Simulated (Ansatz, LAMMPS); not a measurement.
# Charge trapping in glassy 76SiO2-18Al2O3-5BaO (mol %) (252 atoms): runs compared

Aim: add and remove one electron in glassy 76SiO2-18Al2O3-5BaO (mol %) (252 atoms), with atoms held and relaxed, and read trapping energy and localisation.

Computed with Ansatz 0.2.0: Kohn-Sham DFT, PBE, PAW (set soft_1), plane waves.

### 1. The cell as built

The cell holds 252 atoms: 58 Si, 28 Al, 4 Ba and 162 O. Its edges and angles: a = 14.917 Å, b = 14.917 Å, c = 14.917 Å, α = 90.0°, β = 90.0°, γ = 90.0°. 252 atoms (58 Si, 28 Al, 4 Ba, 162 O) placed at random at 2.58 g/cm³, melted at 4000 K for 10 ps at fixed volume with the Morse and Coulomb pair potential with partial charges (Pedone, Malavasi, Menziani, Cormack and Segre, J. Phys. Chem. B 110, 11780 (2006)). Quenched from 4000 K to 300 K at 50 K/ps and fixed volume, held 10 ps at zero pressure, then minimised at fixed cell.

Limits known from the start: The quench rate of 50 K/ps is orders of magnitude faster than experiment, which tends to freeze in extra defects. The starting topology of bonds comes from the classical model, and needn't be the one that DFT or experiment would give. Sampling is at Γ alone, for a cell whose shortest periodic width is 15 Å. Spin–orbit coupling is left out, which matters for the levels of the heavy elements.

### 2. The reference run

The reference is a single point at the end of the relaxation.

The charged cells start from the geometry of this run, on a uniform background, with spin and a narrow Fermi–Dirac smearing.

Its input, with most atom lines left out:

```yaml
crystal:
  lattice:
    - [14.91724, 0.0, 0.0]
    - [0.0, 14.91724, 0.0]
    - [0.0, 0.0, 14.91724]
  atoms:
    - { symbol: Si, position: [0.4086, 0.89109, 0.69032] }
    - { symbol: Si, position: [0.44508, 0.59912, 0.30687] }
    - { symbol: Si, position: [0.20334, 0.11337, 0.13837] }
    - { symbol: Si, position: [0.47557, 0.78936, 0.36904] }
    - { symbol: Si, position: [0.86377, 0.0006, 0.87419] }
    - { symbol: Si, position: [0.18407, 0.4711, 0.45952] }
    - { symbol: Si, position: [0.33889, 0.86605, 0.88488] }
    [... atom lines 8 to 252 left out ...]
kpoints:
  mp_grid: { grid: [1, 1, 1] }
hamiltonian:
  xc: pbe
  pseudopotentials: { kind: paw, azcp: { folder: soft_1 } }
scf:
  occupations: { method: gaussian, width: 0.05 }
output:
  forces: true
  stress: true
  populations: true
  dos:
    method: { smearing: { sigma: 0.15 } }
    de: 0.1
    projected: { site_lists: { Al: [Al], Ba: [Ba], O: [O], Si: [Si] } }
  eigenvalues: true
  write_density: true
  write_potential: true
  volumetric_format: npy
  elf: true
```

| Property | Result |
| --- | --- |
| free energy per atom | -666.4412 eV/atom |
| r.m.s. force component | 0.00708 eV/Å |
| pressure | 1.502 GPa |

Filled and empty levels are parted by 3.82 eV (at Γ alone); a semilocal functional tends to put such gaps too low. In a disordered cell it changes from sample to sample, and tail or defect levels can set it.

### 3. The runs

Each row is one run, on 16 threads of Arm Neoverse V1, shared host. The free energy is the program's total, comparable only between runs with the same functional, potentials and atoms; between charge states it hangs on the program's zero of potential.

```
                                              run  atoms    outcome  ionic steps, all passes  free energy (eV)     time  host memory (GiB)
                        Single point at the start    252  converged                        -       -167932.196     45 s                6.9
                                       Relaxation    252  converged                       23       -167943.172   11 min                6.9
             Single point at the relaxed geometry    252  converged                        -       -167943.172     84 s                7.0
                    An extra electron, atoms held    252  converged                        -       -167935.577  3.3 min                 13
                 An extra electron, atoms relaxed    252  converged                        5       -167935.590  8.3 min                 12
An extra electron, levels at the relaxed geometry    252  converged                        -       -167935.590  3.3 min                 13
          Neutral at the geometry of the electron    252  converged                        -       -167943.161     81 s                7.0
                        An extra hole, atoms held    252  converged                        -       -167946.627  3.9 min                 12
                     An extra hole, atoms relaxed    252  converged                        8       -167946.789   14 min                 12
    An extra hole, levels at the relaxed geometry    252  converged                        -       -167946.789  4.5 min                 13
              Neutral at the geometry of the hole    252  converged                        -       -167942.957     80 s                7.1
```

In some runs the program notes that the exchange-correlation potential is rough where the density is thin and starting moments were not kept.

A closer look about O250, which holds the most spin of the extra hole after relaxation: 10 atoms, nearest first, numbered in the order of the input, with positions taken from that point.

```
atom      x      y      z  distance (Å)  intrinsic-atomic-orbital charge (e)  moment (μB)
O250   0.00   0.00   0.00          0.00                                -0.80         0.13
Si23   1.58   0.19   0.29          1.61                                 1.68         0.00
Al70  -1.47  -1.04   0.07          1.80                                 1.34         0.00
O114   1.56   0.33   1.93          2.50                                -0.82         0.04
 O91  -1.89  -0.14  -1.68          2.53                                -0.85         0.02
O233   2.48  -1.13   0.01          2.73                                -0.83         0.03
O151   2.31   1.49  -0.34          2.77                                -0.88         0.02
O155  -0.89  -2.51  -0.82          2.79                                -0.86         0.01
O227  -2.80   0.40   0.53          2.87                                -0.93         0.01
Al86  -2.39   1.41  -0.87          2.91                                 1.39         0.00
```

### 4. Energies and spread of the extra charge

Energies are differences within one cell and functional; the shift is the gain plus the neutral cell's energy at the new geometry, that is how much cheaper the vertical process becomes there. The spread is the participation number of the site moments (1/Σw², over the spin inside atomic spheres), with the atom that holds the largest share and the spin that the spheres hold in all.

```
 carrier  charged less neutral, atoms held (eV)  gain on relaxing (eV)  neutral cell at that geometry, less the reference (eV)  shift of the vertical energy (eV)        spread, atoms held           spread, relaxed
electron                                  7.595                  0.013                                                   0.011                              0.024                         -                         -
    hole                                 -3.455                  0.162                                                   0.215                              0.377  23; O250 10 % of 0.77 μB  12; O250 17 % of 0.78 μB
```

### 5. Outcome

The extra electron gains 0.013 eV as the atoms relax: so small a gain shows no trapping at this level. The cell with the electron keeps a moment of only 0.00 μB where one unpaired electron should give 1 μB: the carrier is shared between both spins, which can hide trapping. The extra hole gains 0.16 eV as the atoms relax, and its spin goes from about 23 to 12 atoms: a partial localisation as the atoms move, with the largest share on O250. The hole is shared among 2 partly filled levels, as near-degenerate levels under the smearing give, and as self-interaction favours. Adding the two vertical energies gives 4.14 eV, against a gap of 3.82 eV in the neutral cell. The zero of the potential cancels in this sum; the excess isn't taken apart here: charging of a small cell, filling of bands on a coarse mesh and the attraction to the background can all enter.

**Limits.** Single energies of charged cells hang on the program's zero of potential. In the spin-polarised runs the search for a state of lower energy was switched off. No distortion was seeded, so a trapped state behind a barrier can't be found. Local and semilocal functionals favour spread-out charges, so trapping can be missed. The pressure of 1.5 GPa says that the cell would expand at this level of theory. Charged cells carry a uniform background, with no correction for images.

The DFT runs together took 53 min of wall time.

[Logs are printed without paths, hosts, clocks, repeated set-up lines and the standing remarks that a program may print on its own settings, such as how far it seeks lower states.]

[Hosts, paths, dates, database ids (printed as entryN), source tags and the programs' standing remarks are cut or masked in the printed files.]
